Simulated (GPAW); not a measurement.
## Optical response of MoS2

Aim: the dielectric function of MoS2, and the optical constants that follow from it.

Main program and level: GPAW 26.7.0; DFT, LDA, plane-wave PAW (GPAW data sets), scalar-relativistic, RPA, optical limit.

### 1. Set-up

It takes space group R3m (No. 160, trigonal). The conventional cell has a = 3.160 Å, b = 3.160 Å, c = 18.450 Å, α = 90.00°, β = 90.00°, γ = 120.00°. Nearest to Mo lie 6 S at 2.39 Å. Nearest to S lie 3 Mo at 2.39 Å. Nearest to S lie 3 Mo at 2.39 Å. Farther neighbours and most contacts between anions are not listed.

### 2. Ground state

The self-consistent density comes first; it also tells whether there is a gap, which decides the occupations and the need for a Drude term.

This step: DFT, LDA, plane-wave PAW (GPAW data sets), scalar-relativistic, ground state (GPAW 26.7.0).

Contents of gs.py:

```python
from ase import Atoms
from ase.dft.bandgap import bandgap
from gpaw import GPAW, PW, FermiDirac

atoms = Atoms(['Mo', 'S', 'S'],
              cell=[[1.580000000000, 0.912213425300, 6.150000000000],
                    [-1.580000000000, 0.912213425300, 6.150000000000],
                    [0.000000000000, -1.824426850600, 6.150000000000]],
              scaled_positions=[[0.000000000000, 0.000000000000, 0.000000000000],
                                [0.417000000000, 0.417000000000, 0.417000000000],
                                [0.250000000000, 0.250000000000, 0.250000000000]],
              pbc=[True, True, True])
atoms.calc = GPAW(mode=PW(500), xc='LDA', kpts={'size': (8, 8, 8), 'gamma': True},
                  occupations=FermiDirac(0.05), maxiter=150, txt='gs.txt')
print('energy (eV)', atoms.get_potential_energy())
print('Fermi level (eV)', atoms.calc.get_fermi_level())
print('valence electrons', atoms.calc.get_number_of_electrons())
print('gap (eV)', bandgap(atoms.calc, output=None)[0])
print('direct gap (eV)', bandgap(atoms.calc, direct=True, output=None)[0])
atoms.calc.write('gs.gpw')
```

Started as:

```console
> OMP_NUM_THREADS=1 python gs.py
```

Numbers of over 12 decimals in the logs are rounded to 6 here.

The program printed:

```text
__  _  _
 | _ |_)|_||  |
 |__||  | ||/\| - 26.7.0

Versions:
  Python: 3.12.14
  ASE:    3.29.0
  Numpy:  2.5.5
  Scipy:  1.18.1
  Libxc:  7.0.0

Input parameters:
  mode=PW(ecut=500.0),
  kpts=MonkhorstPack(size=(8, 8, 8), gamma=True),
  maxiter=150,
  occupations=Occupations(name='fermi-dirac', width=0.05, fixmagmom=False),
  xc=XC(name='LDA')

Diagonalizing LCAO Hamiltonian
Converting LCAO to pw mode

       S

       S

       Mo

Atoms  # Å, Bohr magnetons
|   | symbol |        x |         y |        z |    initial magnetic moments |
| 0 |     Mo | 0.000000 |  0.000000 | 0.000000 | ( 0.0000,  0.0000,  0.0000) |
| 1 |      S | 0.000000 | -0.000000 | 7.693650 | ( 0.0000,  0.0000,  0.0000) |
| 2 |      S | 0.000000 |  0.000000 | 4.612500 | ( 0.0000,  0.0000,  0.0000) |

Unit cell  # Å
| periodic |         x |         y |        z |  lengths |    angles |
|      yes |  1.580000 |  0.912213 | 6.150000 | 6.414907 | 28.517500 |
|      yes | -1.580000 |  0.912213 | 6.150000 | 6.414907 | 28.517500 |
|      yes |  0.000000 | -1.824427 | 6.150000 | 6.414907 | 28.517500 |

Number of symmetries: 6
Symmetry operations  # r_c * U_cc + t_c -> r_c
|   | kind |            matrix            |
| 0 |  E   |  1, 0, 0,  0, 1, 0,  0, 0, 1 |
| 1 |  σ   |  1, 0, 0,  0, 0, 1,  0, 1, 0 |
| 2 |  σ   |  0, 1, 0,  1, 0, 0,  0, 0, 1 |
| 3 |  C3  |  0, 1, 0,  0, 0, 1,  1, 0, 0 |
| 4 |  C3  |  0, 0, 1,  1, 0, 0,  0, 1, 0 |
| 5 |  σ   |  0, 0, 1,  0, 1, 0,  1, 0, 0 |

BZ-sampling:
  Number of BZ points: 512
  Number of IBZ points: 65

  Monkhorst-Pack size: [8, 8, 8]
  Monkhorst-Pack shift: [0.0625, 0.0625, 0.0625]

K-points  # in reciprocal-cell coordinates
|     |                                coordinates |     weight |
|   0 | (  0.00000000,   0.00000000,   0.00000000) | 0.00195312 |
|   1 | (  0.12500000,   0.00000000,  -0.12500000) | 0.01171875 |
|   2 | (  0.12500000,   0.00000000,   0.00000000) | 0.01171875 |
|   3 | (  0.12500000,   0.12500000,  -0.12500000) | 0.01171875 |
|   4 | (  0.12500000,   0.12500000,   0.00000000) | 0.01171875 |
|   5 | (  0.12500000,   0.12500000,   0.12500000) | 0.00390625 |
|   6 | (  0.25000000,  -0.12500000,  -0.12500000) | 0.01171875 |
|   7 | (  0.25000000,   0.00000000,  -0.25000000) | 0.01171875 |
|   8 | (  0.25000000,   0.00000000,  -0.12500000) | 0.02343750 |
|   9 | (  0.25000000,   0.00000000,   0.00000000) | 0.01171875 |
| ... |                                            |            |
|  64 | (  0.50000000,   0.50000000,   0.50000000) | 0.00195312 |

Plane wave coefficients: 1367
Cutoff: 500.0 eV

Spin-components: 1 (collinear spins)
Bands:           20
Projectors:      16
Spin-degeneracy: 2
Datatype:        complex128

Parallelization:
  kpt:    1
  domain: 1
  band:   1

Density:
  Valence electrons: 26.0
  Components: 1
  Grid points: [35 35 35]
  Charge: 0.0  # |e|

Potential:
  Grid points: [35 35 35]

species:
  Mo:
    name:    Molybdenum
    id:
    Z:       42.0
    valence: 14
    core:    28
    charge:  0.0  # [|e|]
    compensation charges:
      type: gauss
      rc: 0.38  # [Å]
      lmax: 2
    cutoffs:
      filter: 2.16  # [Å]
      core: 1.42  # [Å]
    projectors
    | kind |    occ | energy [eV] | rcut [Å] |
    |   4s |  2.000 |     -64.384 |    1.238 |
    |   5s |  1.000 |      -4.319 |    1.238 |
    |   4p |  6.000 |     -38.595 |    1.296 |
    |   5p |  0.000 |      -1.161 |    1.296 |
    |   4d |  5.000 |      -3.933 |    1.296 |
    |    d |        |      23.278 |    1.296 |

    Using partial waves for Mo as LCAO basis

  S:
    name:    Sulfur
    id:
    Z:       16.0
    valence: 6
    core:    10
    charge:  0.0  # [|e|]
    compensation charges:
      type: gauss
      rc: 0.24  # [Å]
      lmax: 2
    cutoffs:
      filter: 1.77  # [Å]
      core: 1.66  # [Å]
    projectors
    | kind |    occ | energy [eV] | rcut [Å] |
    |   3s |  2.000 |     -17.278 |    0.974 |
    |   3p |  4.000 |      -7.106 |    0.979 |
    |    s |        |       9.933 |    0.974 |
    |    p |        |      20.105 |    0.979 |
    |    d |        |       0.000 |    0.900 |

    Using partial waves for S as LCAO basis

Reference energy: -131668.980924  # eV

eigensolver:
  PPCG
  Converge bands: occupied
  niter=2

density mixing:
  MSR1-Mixer
  Pratt-step length: 0.05
  Maximum mixing coefficient: 0.75
  Old densities: 10
  SVD Regularization: 0.005
  Good broyden scale: 1.0
  Trust region scale: 1.0
  Backstep threshold: 4.0
  History deletion threshold: 6.0
  Fourier metric: weight=20.0, sigma=0.015

occupation numbers:
  Fermi-Dirac:
    width: 0.0500  # eV

poisson solver:
  ecut: 4000.0  # eV

xc functional:
  name: None

convergence criteria:
- Maximum [total energy] change in last 3 cyles: 0.0005 eV / valence electron
- Maximum integral of absolute [dens]ity change: 0.0001 electrons / valence electron
- Maximum integral of absolute [eigenst]ate change: 4e-08 eV^2 / valence electron
maximum number of iterations: 150

SCF iterations
|iter     |      energy | eigst |  dens |
|iter:   1||  -26.437141 | +0.38 |       |
|iter:   2||  -25.944132 | -1.36 | -1.00 |
|iter:   3||  -24.876400 | -1.01 | -1.06 |
|iter:   4||  -24.842481 | -2.22 | -1.54 |
|iter:   5||  -24.837093 | -3.10 | -1.87 |
|iter:   6||  -24.836528c| -3.89 | -2.55 |
|iter:   7||  -24.836444c| -4.69 | -2.96 |
|iter:   8||  -24.836416c| -5.32 | -3.32 |
|iter:   9||  -24.836411c| -6.17 | -3.65 |
|iter:  10||  -24.836411c| -7.79c| -4.44c|

Converged in 10 steps
SCF loop duration: 115.743 s (11.574 s/step)
Energy contributions relative to reference atoms: (reference = -131668.980924)

Energy contributions:
  Kinetic:           0.155699
  Coulomb:          -5.760666
  Zero:             -0.155212
  External:          0.000000
  Xc:              -19.076231
  Entropy:          -0.000002
  Spinorbit:         0.000000
  ----------------------------
  Free energy:     -24.836412
  Extrapolated:    -24.836411

dipole moment: (0.000000, 0.000000, -86.436849)  # |e|*Ang

Fermi level: 8.526
Eigenvalues  # (at kpt = [0.000, 0.000, 0.000])
| band index |      eig [eV] | occ [0-2] |
|          0 |       -53.363 |     2.000 |
|        ... |               |           |
|          5 |        -5.235 |     2.000 |
|          6 |         1.088 |     2.000 |
|          7 |         4.642 |     2.000 |
|          8 |         4.642 |     2.000 |
|          9 |         5.779 |     2.000 |
|         10 |         5.779 |     2.000 |
|         11 |         6.856 |     2.000 |
|         12 |         6.910 |     2.000 |
|         13 |        10.116 |     0.000 |
|         14 |        10.116 |     0.000 |
|         15 |        10.551 |     0.000 |
|         16 |        10.551 |     0.000 |
|         17 |        13.493 |     0.000 |
|         18 |        16.069 |     0.000 |
|         19 |        16.389 |     0.000 |

Gap: 0.950 eV
Transition (v -> c):
  (s=0, k=64, n=12, [0.50, 0.50, 0.50]) -> (s=0, k=8, n=13, [0.25, 0.00, -0.12])
Direct/indirect transitions are different
Direct gap: 2.003 eV
Transition at: (s=0, k=22, n=12, [0.38, 0.00, -0.38])

--- standard output ---
energy (eV) -24.836411
Fermi level (eV) 8.525918
valence electrons 26.0
gap (eV) 0.950131
direct gap (eV) 2.002859
```

Elapsed: 2 min, on 1 thread of Arm Neoverse V1, shared host; peak memory 0.24 GiB.

Read-outs, printed or worked out from the files:

- energy: -24.84 eV
- Fermi energy: 8.526 eV
- gap on the k-mesh: 0.9501 eV
- direct gap on the mesh: 2.003 eV
- electrons: 26

There is a gap, 0.95 eV on this mesh (points off the mesh can give less), so no carriers' term is needed.

### 3. Bands for the response

The response needs many more empty bands than the density does.

This step: DFT, LDA, plane-wave PAW (GPAW data sets), scalar-relativistic, bands at fixed density (GPAW 26.7.0).

Contents of nscf.py:

```python
from ase.dft.bandgap import bandgap
from gpaw import GPAW, FermiDirac

calc = GPAW('gs.gpw').fixed_density(kpts={'size': (11, 11, 11), 'gamma': True}, nbands=45, convergence={'bands': 39},
                                    occupations=FermiDirac(0.001), txt='nscf.txt')
print('gap (eV)', bandgap(calc, output=None)[0])
print('direct gap (eV)', bandgap(calc, direct=True, output=None)[0])
print('top band over the Fermi level (eV)', min(calc.get_eigenvalues(kpt=k)[38] for k in range(len(calc.get_ibz_k_points()))) - calc.get_fermi_level())
calc.write('full.gpw', mode='all')
```

Started as:

```console
> OMP_NUM_THREADS=1 python nscf.py
```

The program printed:

```text
Diagonalizing LCAO Hamiltonian
Converting LCAO to pw mode
convergence criteria:
- Maximum integral of absolute [eigenst]ate change: 4e-08 eV^2 / valence electron
maximum number of iterations: 150

SCF iterations
|iter     |      energy | eigst |  dens |
|iter:   1||             | +3.36 |       |
|iter:   2||             | +2.00 |       |
|iter:   3||             | +1.10 |       |
|iter:   4||             | +0.20 |       |
|iter:   5||             | -0.65 |       |
|iter:   6||             | -1.47 |       |
|iter:   7||             | -2.27 |       |
|iter:   8||             | -3.11 |       |
|iter:   9||             | -3.93 |       |
|iter:  10||             | -4.77 |       |
|iter:  11||             | -5.58 |       |
|iter:  12||             | -6.42 |       |
|iter:  13||             | -7.11 |       |
|iter:  14||             | -7.61c|       |
SCF steps: 14
  __  _  _
 | _ |_)|_||  |
 |__||  | ||/\| - 26.7.0

Versions:
  Python: 3.12.14
  ASE:    3.29.0
  Numpy:  2.5.5
  Scipy:  1.18.1
  Libxc:  7.0.0

Input parameters:
  mode=PW(ecut=500.0),
  convergence={'bands': 39},
  gpts=array([35, 35, 35]),
  kpts=MonkhorstPack(size=(11, 11, 11), gamma=True),
  maxiter=150,
  nbands=45,
  occupations=Occupations(name='fermi-dirac', width=0.001, fixmagmom=False),
  parallel={},
  xc=XC(name='LDA')

--- standard output ---
gap (eV) 0.850876
direct gap (eV) 1.873385
top band over the Fermi level (eV) 24.883224
```

Elapsed: 12 min, on 1 thread; peak memory 0.4 GiB.

Numbers from this step:

* gap on the k-mesh: 0.8509 eV
* direct gap on the mesh: 1.873 eV

### 4. Dielectric function, RPA

Transitions between filled and empty bands, summed over the zone, give the optical response, so mesh, band count and broadening shape it.

The induced potential is part of this response.

This step: DFT, LDA, plane-wave PAW (GPAW data sets), scalar-relativistic, RPA, optical limit (GPAW 26.7.0).

Contents of df.py:

```python
from gpaw.response.df import DielectricFunction

df = DielectricFunction('full.gpw', frequencies={'type': 'nonlinear', 'domega0': 0.03, 'omega2': 8},
                        ecut=50,
                        eta=0.15,
                        nbands=39,
                        txt='df.txt')
for direction in ['x', 'z']:
    df.get_dielectric_function(xc='RPA', direction=direction, filename=f'df_{direction}.csv')
```

Started as:

```console
> OMP_NUM_THREADS=1 python df.py
```

The program printed:

```text
Using integrator: PointIntegrator
NonLinearFrequencyDescriptor(from 0.000 to 89.957 eV, 531 points)
Nonperiodic BCs:  [False False False]
Using integrator: PointIntegrator
NonLinearFrequencyDescriptor(from 0.000 to 89.957 eV, 531 points)
Nonperiodic BCs:  [False False False]

Calculating chi0 body with:
    Ground state adapter containing:
    Number of spins: 1
    Number of kpoints: 1331
    Number of irreducible kpoints: 146
    Number of completely occupied states: 13
    Number of partially occupied states: 13

    Linear response parametrization:
    q_c: [0.0, 0.0, 0.0]
    Number of frequency points: 531
    Planewave cutoff: 50.0
    Number of bands: 39
    Number of planewaves: 43
    Broadening (eta): 0.15

Integrating chi0 body.

Symmetries of q_c:
    Direct symmetries (Uq -> q): 6
    Indirect symmetries (TUq -> q): 6
In total 12 allowed symmetries.

146 groups of equivalent kpoints. 89.030804% reduction.

Integral kind: spectral function

Calculating chi0 optical extensions with:
    Ground state adapter containing:
    Number of spins: 1
    Number of kpoints: 1331
    Number of irreducible kpoints: 146
    Number of completely occupied states: 13
    Number of partially occupied states: 13

    Linear response parametrization:
    Number of frequency points: 531
    Planewave cutoff: 50.0
    Number of bands: 39
    Number of planewaves: 43
    Broadening (eta): 0.15
Integrating chi0 head and wings.

Symmetries of q_c:
    Direct symmetries (Uq -> q): 6
    Indirect symmetries (TUq -> q): 6
In total 12 allowed symmetries.

146 groups of equivalent kpoints. 89.030804% reduction.

Integral kind: spectral function wings
```

The job ended after 1.7 min (1 thread; peak memory 0.32 GiB).

Numbers from this step:

| Property | Result |
| --- | --- |
| electronic dielectric constant ε∞, mean over x, y and z (by symmetry where fewer were run) | 11.31 |
| main peak of Im epsilon, first axis | 2.906 eV |

Values under the direct gap are tails of Lorentzian lines. The Im ε by photon energy; read off at these points:

```csv
photon energy (eV),E ∥ x,E ∥ z
0.000,0,0
0.250,0.0909,0.0200
0.500,0.192,0.0417
0.750,0.318,0.0675
1.000,0.498,0.101
1.250,0.799,0.149
1.500,1.48,0.227
1.750,4.16,0.383
1.912,7.20,0.587
2.000,6.06,0.774
2.250,6.67,2.28
2.500,15.5,5.24
2.750,21.4,4.01
2.898,23.1,3.94
3.000,22.7,3.76
3.250,18.4,3.41
3.500,15.9,3.23
3.750,14.2,2.99
4.000,13.7,2.93
4.250,12.9,2.94
4.500,13.5,2.87
4.750,11.5,3.37
5.000,9.96,3.21
5.250,9.23,2.83
5.500,7.26,2.76
5.750,7.54,2.93
6.000,6.91,3.05
6.250,6.90,3.12
6.500,6.80,2.92
6.750,5.70,2.85
7.000,5.11,2.72
7.250,3.95,2.96
7.500,3.64,3.27
7.750,3.62,3.32
8.000,2.93,3.41
8.250,2.25,3.54
8.500,2.25,3.36
8.750,2.41,4.09
9.000,2.47,5.27
9.153,2.57,6.06
9.250,2.89,5.93
9.500,3.28,5.73
9.750,3.72,5.81
10.000,3.90,5.91
10.165,4.12,5.70
10.250,4.04,5.58
10.500,3.98,5.55
10.750,3.35,5.56
11.000,3.51,5.31
11.250,3.80,5.15
11.500,3.32,5.17
11.750,3.12,5.29
12.000,2.97,5.27
12.250,2.65,4.29
12.500,2.54,4.06
12.750,2.33,3.49
13.000,2.10,3.05
13.250,1.97,2.87
13.500,2.14,2.90
13.750,1.92,3.10
```

Re ε against photon energy:

```csv
photon energy (eV),E ∥ x,E ∥ z
0.0,13.9,6.09
0.5,14.2,6.16
1.0,15.3,6.39
1.5,17.9,6.89
2.0,17.7,8.11
2.5,23.3,7.17
3.0,9.05,5.06
3.5,2.96,4.63
4.0,2.32,4.67
4.5,0.357,4.69
5.0,-1.06,3.98
5.5,-1.71,4.01
6.0,-1.36,4.00
6.5,-2.23,3.67
7.0,-2.57,3.87
7.5,-1.59,4.12
8.0,-1.69,4.09
8.5,-0.236,4.34
9.0,0.476,4.97
9.5,0.787,3.03
10.0,0.642,2.12
10.5,-0.363,1.60
11.0,-0.120,0.794
11.5,-0.960,0.366
12.0,-1.07,-0.842
12.5,-1.06,-1.12
13.0,-1.05,-1.06
13.5,-0.832,-0.637
```

Values under the direct gap are tails of Lorentzian lines. Im ε, E ∥ x against photon energy; read off at these points:

```csv
photon energy (eV),without local fields,with local fields
0.00,0,0
0.50,0.214,0.192
1.00,0.561,0.498
1.50,1.74,1.48
1.91,8.35,7.19
2.00,6.93,6.06
2.50,19.4,15.5
2.82,23.2,22.6
2.90,22.6,23.1
3.00,21.3,22.7
3.50,15.0,15.9
4.00,13.6,13.7
4.50,14.2,13.5
5.00,10.9,9.96
5.50,8.07,7.26
6.00,7.57,6.91
6.50,6.93,6.80
7.00,5.19,5.11
7.50,3.80,3.64
8.00,2.92,2.93
8.50,2.28,2.25
9.00,2.68,2.47
9.50,3.83,3.28
10.00,4.85,3.90
10.17,5.12,4.12
10.50,4.93,3.98
11.00,4.40,3.51
11.50,4.07,3.32
12.00,3.67,2.97
12.50,3.08,2.54
13.00,2.49,2.10
13.50,2.67,2.14
```

Reflectivity at normal incidence against photon energy; read off at these points:

```csv
photon energy (eV),E ∥ x (%),E ∥ z (%)
0.00,33.3,17.9
0.50,33.7,18.1
1.00,35.1,18.8
1.50,38.3,20.1
2.00,39.5,23.2
2.39,46.5,28.2
2.50,48.2,27.1
3.00,51.3,21.0
3.50,47.1,18.9
4.00,44.7,18.1
4.50,46.8,18.0
4.70,48.3,19.0
5.00,44.5,17.8
5.27,47.6,16.5
5.50,42.8,16.4
6.00,40.9,17.3
6.50,44.4,16.4
7.00,45.6,16.0
7.15,46.1,16.7
7.50,39.0,18.2
8.00,40.8,18.6
8.50,23.7,18.8
9.00,18.0,25.0
9.50,20.5,26.4
10.00,24.1,28.0
10.50,29.9,27.7
11.00,26.8,28.9
11.50,33.2,30.0
12.00,34.1,35.8
12.10,34.6,36.8
12.50,34.2,35.4
13.00,35.0,34.0
13.50,31.7,29.5
```

Values under the direct gap are tails of Lorentzian lines. Table of loss function −Im 1/ε at q → 0 by energy loss; read off at these points:

```csv
energy loss (eV),E ∥ x,E ∥ z
0.00,0,0
0.50,9.5e-4,0.00110
1.00,0.00213,0.00247
1.50,0.00456,0.00478
2.00,0.0174,0.0116
2.50,0.0198,0.0666
3.00,0.0380,0.0946
3.50,0.0606,0.101
4.00,0.0711,0.0965
4.50,0.0739,0.0949
5.00,0.0993,0.123
5.50,0.130,0.116
6.00,0.139,0.121
6.50,0.133,0.133
7.00,0.156,0.122
7.50,0.230,0.118
8.00,0.256,0.120
8.50,0.440,0.111
9.00,0.390,0.100
9.50,0.288,0.136
10.00,0.250,0.150
10.50,0.249,0.166
10.81,0.301,0.178
11.00,0.285,0.184
11.50,0.278,0.193
12.00,0.298,0.185
12.50,0.336,0.229
13.00,0.381,0.292
13.25,0.441,0.324
13.50,0.406,0.329
```

At chosen wavelengths:

```csv
wavelength (nm),n x,k x,R (%) x,1/α x,n z,k z,R (%) z,1/α z
1550,3.84,0.045,34.4,2.7 µm,2.50,0.015,18.4,8.4 µm
1064,3.99,0.085,35.9,1.0 µm,2.55,0.026,19.1,3.3 µm
800,4.29,0.202,38.8,315 nm,2.64,0.047,20.3,1.3 µm
405,3.89,2.833,51.3,11 nm,2.36,0.770,20.6,42 nm
308,2.83,2.415,44.8,10 nm,2.26,0.657,18.3,37 nm
248,2.12,2.354,44.5,8.4 nm,2.13,0.753,17.8,26 nm
193,1.66,2.136,43.0,7.2 nm,2.05,0.738,16.8,21 nm
```

Below the direct gap, k and the depth come from the tails of the Lorentzian lines, not from transitions.

Rows near the edge hang on the gap, which this functional as a rule makes too small, and phonon-assisted absorption is left out.

### 5. Results

```
electronic dielectric constant ε∞, mean over x, y and z (by symmetry where fewer were run) (RPA) : 11.3
main peak of Im epsilon, first axis                                                              : 2.91 eV
```

**Reading.** At this level (LDA, RPA) MoS2 has a mean ε∞ = 11.3 and n = 3.84 at 1550 nm (E ∥ x), and Im ε peaks at 2.9 eV (E ∥ x). On the mesh the gap is 0.85 eV and the least direct gap 1.87 eV, so on this mesh the band edges lie at different points. Local fields change the static value along x from 14.76 to 13.91 (-6 %). Distinct maxima of Im ε, read by a parabola through the highest points, lie at 1.91 eV (7.2), 2.91 eV (23) and 10.14 eV (4.1) for E ∥ x. The static values by axis are 13.91 (x), 6.09 (z). Excitons and phonon-assisted transitions are missing; LDA gaps are as a rule too small, which pulls the onset down and ε∞ up. The sum runs over mesh points, so small or evenly spaced maxima can still be ripples of the mesh. In this version of GPAW the matrix elements of the optical limit are incomplete, which can lower ε − 1 by up to a tenth where first-row anions or d states rule, and shift it by more in d metals. Besides steps told in other documents, this task had 1 step that ran out of time; those not told in a step above aren't shown.

[Machine, clock and banner lines and Python warnings are left out of the logs.]

[Logs are printed without paths, hosts, clocks, repeated set-up lines and the standing remarks that a program may print on its own settings, such as how far it seeks lower states.]

[Hosts, paths, dates, database ids (printed as entryN), source tags and the programs' standing remarks are cut or masked in the printed files.]
